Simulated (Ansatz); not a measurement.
# Au wire along [100], 7 atoms a period: bands by functional and under strain, part 2 of 3

What gap, if any, does the Au wire along [100], 7 atoms a period have, and how does it change with the functional and under strain?

Ansatz 0.2.0; DFT PBE, plane waves, PAW; relaxation of a wire's period (the session's first sound run).

So far. Step 2 (Relaxing the period): The cell's length comes to 4.467 Å with spin left out. 2 contacts a cell pass between under 1.1 and over 1.27 times the sum of covalent radii, so the wire has rearranged from the shape that names it.

## Step 3: Bands of the perfect wire

This step: DFT PBE, plane waves, PAW; channels and complex bands of a perfect wire (Ansatz 0.2.0).

At the relaxed period the Bloch states of the perfect wire are found at each energy: those that move forward count the open channels, and those that decay describe how a disturbance dies away inside the wire itself. An energy step of 0.035 eV is under the 0.039 eV that the program asks for its thermal average at 300 K.

The input, input.yaml:

```yaml
crystal:
  lattice:
    - [10.96, 0.0, 0.0]
    - [0.0, 10.96, 0.0]
    - [0.0, 0.0, 4.4666465026]
  atoms:
    - { symbol: Au, position: [0.362051281, 0.671025884, 0.0] }
    - { symbol: Au, position: [0.5, 0.440987258, 0.0] }
    - { symbol: Au, position: [0.637948719, 0.671025884, 0.0] }
    - { symbol: Au, position: [0.361202267, 0.524651599, 0.5] }
    - { symbol: Au, position: [0.5, 0.305081085, 0.5] }
    - { symbol: Au, position: [0.5, 0.742138734, 0.5] }
    - { symbol: Au, position: [0.638797733, 0.524651599, 0.5] }
kpoints:
  mp_grid: { grid: [1, 1, 18] }
  band_path: { path: ["Γ", Z], npoints: 50 }
scf:
  occupations: { method: fermi_dirac, width: 0.05 }
hamiltonian:
  xc: pbe
output:
  transmission:
    e_range: [-2, 2]
    de: 0.035
    kmesh: [1, 1]
    reduced_basis: true
    leads: [[0, 0]]
  dos: { e_range: [-5, 4] }
  write_potential: true
  write_density: true
  volumetric_format: npy
  elf: true
```

The run is started by

```sh
$ ansatz run input.yaml --threads 8 --pin off --max-ram 16384MiB --backend cpu --events-out ev --progress --plain --runs-dir out
```

Numbers of over 12 decimals in the logs are rounded to 6 here.

The program printed:

```text
[...]
Crystal: 7 atoms, lattice volume = 536.541 Å³
Basis set: ecut = 420 eV, 10503 PW (Γ)
Bands: 80, of which v1, the nominal top of the filled ones, is band 67 counted from 1 (66 counted from 0)
Symmetry: 4 space group operations
[...]
k-points: 10 of 18
[...]
SCF iter   1: F=—  HF=-92040.125980 eV  |F-HF|=—  |Δ(HF+E_count)|=         —  Δρ=2.65e-3  dr2=1.15e-1  ethr=1.77e-3  ⟨swp⟩=7.7  Hψ=3312  notcnv=0  defer=9
[...]
SCF iter  10: F=-92040.127706 eV  HF=-92040.127706 eV  |F-HF|=3.96e-9  |Δ(HF+E_count)|=   2.15e-8  Δρ=1.23e-6  dr2=1.67e-8  ethr=7.52e-11  ⟨swp⟩=12.5  Hψ=2465  notcnv=0
SCF 1 converged in 10 iterations: F = -92040.127706 eV  dr2 = 1.67e-8
[...]
NSCF: frozen V_eff on 51 k-points
transmission: 6 of 36 steps passed
transmission: 12 of 36 steps passed
[...]
transmission: 36 of 36 steps passed
WARN: The output density's exchange-correlation potential varies sharply where the density is thin. Do not read a vacuum level from v_tot or v_xc, or from such a field of the output density. On a cell that repeats whose density bears no net charge and no dipole along the vacuum's axis use v_es (v_loc + v_h of the components); under efield.dipole_correction with no amplitude use v_es + v_field, which holds any externa [...]
SCF converged after 10 iterations
Free energy (F): -92040.127706 eV
[...]
Internal energy: -92040.098830 eV  (E = F + TS)
E sigma→0 (E₀):  -92040.113268 eV
Entropy (-TS):   -0.028876 eV (-4.125 meV/atom)
Fermi energy:    0.643139 eV
[...]
--- Band table (eV; the first three rows and the last of 10) ---
  k-point 0: bands = [... 63 lower, -0.9038, -0.6746, -0.2603, 0.6382, 1.4271, 2.0658, 3.9567, 4.0041, ... 9 higher]
  k-point 1: bands = [... 63 lower, -0.8985, -0.6628, -0.3055, 0.6584, 1.4677, 2.1012, 3.5486, 4.0236, ... 9 higher]
  k-point 2: bands = [... 63 lower, -0.8846, -0.6274, -0.4341, 0.7203, 1.5881, 2.2059, 2.8195, 4.0531, ... 9 higher]
  k-point 9: bands = [... 63 lower, -0.8851, -0.7768, 0.0825, 0.7963, 0.8312, 1.0743, 2.4216, 3.4152, ... 9 higher]
--- Transmission ---
  basis      : 1049 plane waves across, 6 finite elements along
  points     : 1, standing for a mesh of 1 x 1
  filling    : by the input's occupations and mesh, since the crystals that have channels conduct as metals do. If one of these is a semiconductor, that mesh has misplaced its level
  energies   : 115 from -2.000000 to 1.990000 eV about the Fermi level, 0.035000 eV apart; the leads are filled to 0.000000 eV, and channels, transmission and decay are at -0.005000 eV
  crystal 0  : Au7, at the sites [0, 0], period 4.4666 Å: whole cells are its period
    offset         : up to 0.0000 Å between an atom of the period and one for which it stands
    filled         : 18.4 meV under the level at which it is neutral
    channels       : 2.000000e0 a spin
    conductance    : 1.6448e14 S/m² at 300 K; may be off by some 0.0 % by where its bands' edges are placed, 6.5 % from the distance to neutral
```

Wall time 55 s (8 threads of AMD EPYC 9R45, shared host); peak memory 4.1 GiB; 5.9 min of CPU time.

Reading the cycles: dr2 is the Hartree energy of the density residual (eV), the measure of convergence; HF is the Harris–Foulkes estimate of the energy, which meets the free energy F at convergence.

Numbers from this step:

```
energy at zero smearing                                  : -92040.1133 eV
channels at the energy nearest the Fermi level, one spin : 2
conductance of the lead as this run defines it           : 2.550 G₀
band gap                                                 : 0 eV
```

Table of open channels of the lead, one spin by energy, zero at the Fermi level:

```
energy (eV)  open channels of the lead, one spin
      -2.00                                    4
      -1.90                                    6
      -1.79                                    2
      -1.69                                    6
      -1.58                                    1
      -1.48                                    2
      -1.37                                    3
      -1.23                                    2
      -1.12                                    2
      -1.02                                    2
      -0.92                                    4
      -0.81                                    3
      -0.70                                    3
      -0.60                                    3
      -0.49                                    2
      -0.39                                    2
      -0.28                                    2
      -0.18                                    2
      -0.07                                    2
      -0.01                                    2
       0.07                                    3
       0.17                                    4
       0.28                                    3
       0.38                                    1
       0.48                                    2
       0.59                                    4
       0.69                                    4
       0.80                                    5
       0.91                                    3
       1.01                                    3
       1.11                                    3
       1.22                                    3
       1.36                                    3
       1.47                                    6
       1.57                                    6
       1.68                                    4
       1.78                                    5
       1.89                                    5
       1.99                                    3
```

The slowest values at each energy, most degenerate partners merged, listed up to 1.5 1/Å. The Im kz of the slowest decaying states by energy, zero at the Fermi level:

```csv
energy (eV),decay 1 (Å⁻¹),decay 2 (Å⁻¹),decay 3 (Å⁻¹),decay 4 (Å⁻¹)
-2.000,0.0492,0.0556,0.169,0.221
-1.790,0.00932,0.0434,0.0945,0.219
-1.615,0.0549,0.0857,0.109,0.117
-1.405,0.211,0.225,0.296,0.339
-1.195,0.331,0.361,0.445,0.522
-0.985,0.0262,0.388,0.394,0.523
-0.810,0.110,0.406,0.424,0.539
-0.600,0.193,0.403,0.463,0.464
-0.390,0.0511,0.244,0.359,0.415
-0.215,0.0580,0.263,0.276,0.379
-0.005,0.00213,0.0468,0.307,0.336
0.205,0.00988,0.288,0.332,0.429
0.415,0.00927,0.0226,0.232,0.352
0.590,0.169,0.362,0.365,0.710
0.800,0.317,0.379,0.723,0.763
1.010,0.0417,0.261,0.389,0.733
1.185,0.0484,0.200,0.396,0.740
1.395,0.0233,0.0687,0.402,0.749
1.605,0.405,0.756,0.793,0.820
1.815,0.0328,0.406,0.755,0.811
```

The electronic bands at the labelled points (eV, zero at the Fermi level):

```csv
point,band 63,band 64,band 65,band 66,band 67,band 68,band 69,band 70
Γ,-1.64,-1.55,-1.32,-0.90,0.00,0.78,1.42,3.31
halfway,-1.56,-1.53,-1.48,-1.05,0.26,0.51,1.55,2.08
Z,-1.58,-1.53,-1.42,-0.56,0.15,0.19,0.43,1.78
```

Electrostatic potential energy in the cb plane at fractional x = 0.500, with atoms of Au within 0.2 Å of it. With pseudopotentials it is smooth inside the atoms' cores, unlike the true potential.

Ten even steps from '0' (-48 eV) to '9' (5 eV), each cell a mean:
```
99999999999999
99999999999999
99999999999999
99999888899999
99998522368999
99985100027999
99985100027999
99998532368999
99999988899999
99999999999999
88999999999998
34789999999864
00379999998610
00279999998500
12588755688741
77886200147887
99985000027999
99997200148999
99998765689999
99999999999999
99999999999999
99999999999999
99999999999999
99999999999999
```
Columns run along c (4.5 Å; values clipped at the 3rd and 97th percentile), rows up along b (11.0 Å). Atoms in or near the plane, at fractional coordinates: Au at (0.00, 0.44), Au at (0.50, 0.31), Au at (0.50, 0.74).

Valence density in the cb plane at fractional x = 0.500, with atoms of Au within 0.2 Å of it. It is the smooth field of the valence electrons, not physical close to the nuclei.

Ten steps, logarithmic in the rise over the least value, from '0' (0 e/Å³) to '9' (13 e/Å³), each cell a mean:
```
00000000000000
00000000000000
00000000000000
00001233221000
00113577642100
11125799864211
11125799864211
22123577642112
11111233321111
11111111111111
22111111111122
65421122112346
98632111122479
99742222222589
87533455533467
43234788863233
11125899974211
00124688753100
00012355431000
00000111110000
00000000000000
00000000000000
00000000000000
00000000000000
```
Columns run along c (4.5 Å), rows up along b (11.0 Å). Atoms in or near the plane, at fractional coordinates: Au at (0.00, 0.44), Au at (0.50, 0.31), Au at (0.50, 0.74).

ELF in the cb plane at fractional x = 0.500, with atoms of Au within 0.2 Å of it. It is the smooth field of the valence electrons, not physical close to the nuclei.

Values, 24 rows by 14 columns, each cell a mean:
```
0.00 0.00 0.00 0.01 0.02 0.02 0.02 0.03 0.02 0.02 0.01 0.01 0.00 0.00
0.01 0.01 0.02 0.05 0.07 0.09 0.10 0.10 0.10 0.08 0.06 0.04 0.02 0.01
0.02 0.03 0.05 0.11 0.15 0.18 0.20 0.20 0.19 0.17 0.13 0.08 0.04 0.02
0.04 0.06 0.10 0.18 0.24 0.29 0.33 0.34 0.32 0.27 0.22 0.15 0.08 0.05
0.08 0.10 0.15 0.24 0.33 0.45 0.52 0.53 0.50 0.40 0.29 0.20 0.13 0.09
0.13 0.14 0.18 0.26 0.40 0.55 0.64 0.68 0.61 0.50 0.34 0.22 0.16 0.13
0.16 0.16 0.18 0.24 0.38 0.54 0.64 0.68 0.60 0.49 0.32 0.20 0.17 0.16
0.17 0.16 0.16 0.19 0.28 0.41 0.49 0.50 0.47 0.36 0.24 0.17 0.16 0.16
0.15 0.14 0.13 0.12 0.16 0.22 0.27 0.28 0.25 0.20 0.14 0.12 0.13 0.15
0.14 0.13 0.10 0.09 0.10 0.12 0.14 0.15 0.14 0.11 0.09 0.09 0.11 0.13
0.23 0.20 0.16 0.12 0.11 0.13 0.14 0.15 0.14 0.12 0.11 0.14 0.18 0.21
0.47 0.42 0.31 0.20 0.16 0.15 0.15 0.15 0.15 0.15 0.17 0.24 0.35 0.45
0.65 0.58 0.47 0.28 0.19 0.16 0.15 0.15 0.15 0.17 0.21 0.36 0.52 0.61
0.71 0.62 0.50 0.29 0.21 0.20 0.20 0.20 0.20 0.20 0.22 0.38 0.55 0.66
0.54 0.49 0.37 0.25 0.25 0.31 0.38 0.40 0.36 0.28 0.24 0.29 0.43 0.52
0.36 0.32 0.27 0.26 0.34 0.48 0.58 0.61 0.55 0.43 0.30 0.25 0.29 0.34
0.24 0.23 0.22 0.27 0.40 0.55 0.67 0.73 0.62 0.50 0.34 0.24 0.22 0.23
0.12 0.14 0.17 0.24 0.34 0.49 0.57 0.59 0.55 0.43 0.29 0.21 0.16 0.13
0.05 0.08 0.13 0.19 0.25 0.33 0.40 0.42 0.38 0.29 0.22 0.16 0.11 0.06
0.02 0.04 0.08 0.13 0.17 0.21 0.24 0.24 0.23 0.19 0.15 0.11 0.06 0.03
0.01 0.02 0.04 0.07 0.09 0.11 0.12 0.13 0.12 0.10 0.08 0.05 0.03 0.01
0.00 0.00 0.01 0.02 0.03 0.04 0.04 0.04 0.04 0.03 0.02 0.02 0.01 0.00
0.00 0.00 0.00 0.00 0.00 0.00 0.00 0.00 0.00 0.00 0.00 0.00 0.00 0.00
0.00 0.00 0.00 0.00 0.00 0.00 0.00 0.00 0.00 0.00 0.00 0.00 0.00 0.00
```
Columns run along c (4.5 Å), rows up along b (11.0 Å). Atoms in or near the plane, at fractional coordinates: Au at (0.00, 0.44), Au at (0.50, 0.31), Au at (0.50, 0.74).

By hand: the program gives 1.6448 × 10^14 S/m² over the cell's cross-section of 120.12 Å² = 1.201 × 10^-18 m², so one cell conducts 1.976 × 10^-4 S. Divided by G0 = 2e²/h = 7.748 × 10^-5 S this is 2.55 G0, a resistance of 5.06 kΩ.

At the computed energy nearest the Fermi level there are 2 channels a spin, and the thermal average gives 2.55 G₀.

## Step 4: Another level of theory, level LDA, cutoff 420 eV

This step: DFT LDA, plane waves, PAW; bands of a perfect wire at the PBE geometry (Ansatz 0.2.0).

The atoms stay at the PBE geometry and the functional changes. At fixed atoms LDA and the gradient-corrected functionals usually give like bands; this run checks that. Against the first PBE run of this kind, the mesh along the wire has 14 points against 18.

input.yaml, the sections that differ from step 3:

```yaml
kpoints:
  mp_grid: { grid: [1, 1, 14] }
  band_path: { path: ["Γ", Z], npoints: 50 }
hamiltonian:
  xc: lda
# crystal, scf: as in step 3
# output: removed
```

The program printed:

```text
[...]
Crystal: 7 atoms, lattice volume = 536.541 Å³
Basis set: ecut = 420 eV, 10503 PW (Γ)
Bands: 80, of which v1, the nominal top of the filled ones, is band 67 counted from 1 (66 counted from 0)
Symmetry: 4 space group operations
[...]
k-points: 8 of 14
[...]
SCF iter   1: F=—  HF=-90046.629865 eV  |F-HF|=—  |Δ(HF+E_count)|=         —  Δρ=3.77e-3  dr2=1.32e-1  ethr=1.77e-3  ⟨swp⟩=7.9  Hψ=2658  notcnv=0  defer=11
[...]
SCF iter   9: F=-90046.618315 eV  HF=-90046.618315 eV  |F-HF|=3.13e-8  |Δ(HF+E_count)|=   2.65e-7  Δρ=3.29e-6  dr2=9.32e-8  ethr=7.52e-11  ⟨swp⟩=13.4  Hψ=2281  notcnv=0
SCF 1 converged in 9 iterations: F = -90046.618315 eV  dr2 = 9.32e-8
[...]
SCF converged after 9 iterations
Free energy (F): -90046.618315 eV
[...]
Internal energy: -90046.593924 eV  (E = F + TS)
E sigma→0 (E₀):  -90046.606120 eV
Entropy (-TS):   -0.024391 eV (-3.484 meV/atom)
Fermi energy:    0.243582 eV
[...]
--- Band table (eV; the first three rows and the last of 8) ---
  k-point 0: bands = [... 63 lower, -1.2447, -1.0336, -0.5914, 0.2529, 1.0235, 1.7029, 3.5507, 3.6473, ... 9 higher]
  k-point 1: bands = [... 63 lower, -1.2349, -1.0144, -0.6664, 0.2857, 1.0910, 1.7618, 2.9426, 3.6741, ... 9 higher]
  k-point 2: bands = [... 63 lower, -1.2109, -0.9573, -0.8723, 0.3879, 1.2889, 1.9317, 1.9726, 3.7019, ... 9 higher]
  k-point 7: bands = [... 63 lower, -1.2146, -1.1168, -0.2995, 0.3960, 0.4314, 0.6796, 2.0372, 3.0235, ... 9 higher]
```

The job ended after 5.6 s (8 threads; peak memory 2.5 GiB).

This step gave:

```yaml
energy_at_zero_smearing: -90046.6061 eV
```

Electronic bands along the path, in eV, zero at the Fermi level:

| point | band 63 | band 64 | band 65 | band 66 | band 67 | band 68 | band 69 | band 70 |
| --- | --- | --- | --- | --- | --- | --- | --- | --- |
| Γ | -1.57 | -1.49 | -1.28 | -0.83 | 0.01 | 0.78 | 1.46 | 3.31 |
| halfway | -1.48 | -1.48 | -1.41 | -1.02 | 0.26 | 0.52 | 1.55 | 2.12 |
| Z | -1.50 | -1.46 | -1.36 | -0.54 | 0.15 | 0.19 | 0.44 | 1.79 |

Bands cross the Fermi level, as under PBE at the relaxed period.

## Step 5: Another level of theory, level PBEsol, cutoff 420 eV

This step: DFT PBEsol, plane waves, PAW; bands of a perfect wire at the PBE geometry (Ansatz 0.2.0).

The atoms stay at the PBE geometry and the functional changes. At fixed atoms LDA and the gradient-corrected functionals usually give like bands; this run checks that. Against the first PBE run of this kind, the mesh along the wire has 14 points against 18.

Changes to input.yaml since step 4:

```diff
@@ -19,2 +19,2 @@
 hamiltonian:
-  xc: lda
+  xc: pbesol
```

The program printed:

```text
[...]
Crystal: 7 atoms, lattice volume = 536.541 Å³
Basis set: ecut = 420 eV, 10503 PW (Γ)
Bands: 80, of which v1, the nominal top of the filled ones, is band 67 counted from 1 (66 counted from 0)
Symmetry: 4 space group operations
[...]
k-points: 8 of 14
[...]
--- Band table (eV; the first three rows and the last of 8) ---
  k-point 0: bands = [... 63 lower, -0.9913, -0.7683, -0.3410, 0.5373, 1.3133, 1.9841, 3.8063, 3.9295, ... 9 higher]
  k-point 1: bands = [... 63 lower, -0.9821, -0.7491, -0.4158, 0.5704, 1.3805, 2.0428, 3.2104, 3.9553, ... 9 higher]
  k-point 2: bands = [... 63 lower, -0.9598, -0.6922, -0.6208, 0.6732, 1.5778, 2.2112, 2.2456, 3.9838, ... 9 higher]
  k-point 7: bands = [... 63 lower, -0.9697, -0.8647, -0.0316, 0.6724, 0.7078, 0.9559, 2.3301, 3.2951, ... 9 higher]
[key lines of the parts left out:]
SCF converged after 9 iterations
Free energy (F): -91042.765393 eV
Fermi energy:    0.525007 eV
```

Wall time 5.7 s (8 threads); peak memory 2.5 GiB.

Bands cross the Fermi level, as under PBE at the relaxed period.

## Step 6: Levels at the same atoms, level r2SCAN, cutoff 500 eV

This step: DFT r2SCAN, plane waves, PAW; bands of a perfect wire at the PBE geometry (Ansatz 0.2.0).

The atoms stay at the PBE geometry and the functional changes. r2SCAN also reads the kinetic-energy density; it often gives larger moments and wider gaps than PBE, at a higher cost. Against the first PBE run of this kind, the cutoff is 500 eV against 420 and the mesh along the wire has 14 points against 18.

Changes to input.yaml since step 5:

```diff
@@ -19,2 +19,2 @@
 hamiltonian:
-  xc: pbesol
+  xc: r2scan
```

The program printed:

```text
[...]
Crystal: 7 atoms, lattice volume = 536.541 Å³
Basis set: ecut = 500 eV, 13605 PW (Γ), exchange–correlation on 320×320×144 points (64 copies of the dense FFT grid, shifted against one another)
Bands: 80, of which v1, the nominal top of the filled ones, is band 67 counted from 1 (66 counted from 0)
Symmetry: 4 space group operations
[...]
k-points: 8 of 14
[...]
--- Band table (eV; the first three rows and the last of 8) ---
  k-point 0: bands = [... 63 lower, -1.0991, -0.8300, -0.4490, 0.6234, 1.4628, 2.1647, 4.1477, 4.1716, ... 9 higher]
  k-point 1: bands = [... 63 lower, -1.0920, -0.8095, -0.5244, 0.6604, 1.5329, 2.2251, 3.4983, 4.2012, ... 9 higher]
  k-point 2: bands = [... 63 lower, -1.0757, -0.7508, -0.7283, 0.7740, 1.7379, 2.3999, 2.4724, 4.2312, ... 9 higher]
  k-point 7: bands = [... 63 lower, -1.1107, -0.9554, 0.0005, 0.7749, 0.8024, 1.0557, 2.5036, 3.5470, ... 9 higher]
[key lines of the parts left out:]
SCF converged after 10 iterations
Free energy (F): -92138.366928 eV
Fermi energy:    0.617796 eV
```

It took 11 s on 8 threads; peak memory 3.7 GiB.

Electronic bands along the path, in eV, zero at the Fermi level:

```csv
point,band 63,band 64,band 65,band 66,band 67,band 68,band 69,band 70
Γ,-1.83,-1.72,-1.45,-1.07,0.01,0.84,1.55,3.53
halfway,-1.75,-1.69,-1.68,-1.16,0.29,0.57,1.64,2.21
Z,-1.78,-1.73,-1.57,-0.62,0.16,0.18,0.44,1.89
```

Bands cross the Fermi level, as under PBE at the relaxed period.

(Continued in part 3 of 3.)

[Logs are printed without paths, hosts, clocks, repeated set-up lines and the standing remarks that a program may print on its own settings, such as how far it seeks lower states.]

[Hosts, paths, dates, database ids (printed as entryN), source tags and the programs' standing remarks are cut or masked in the printed files.]
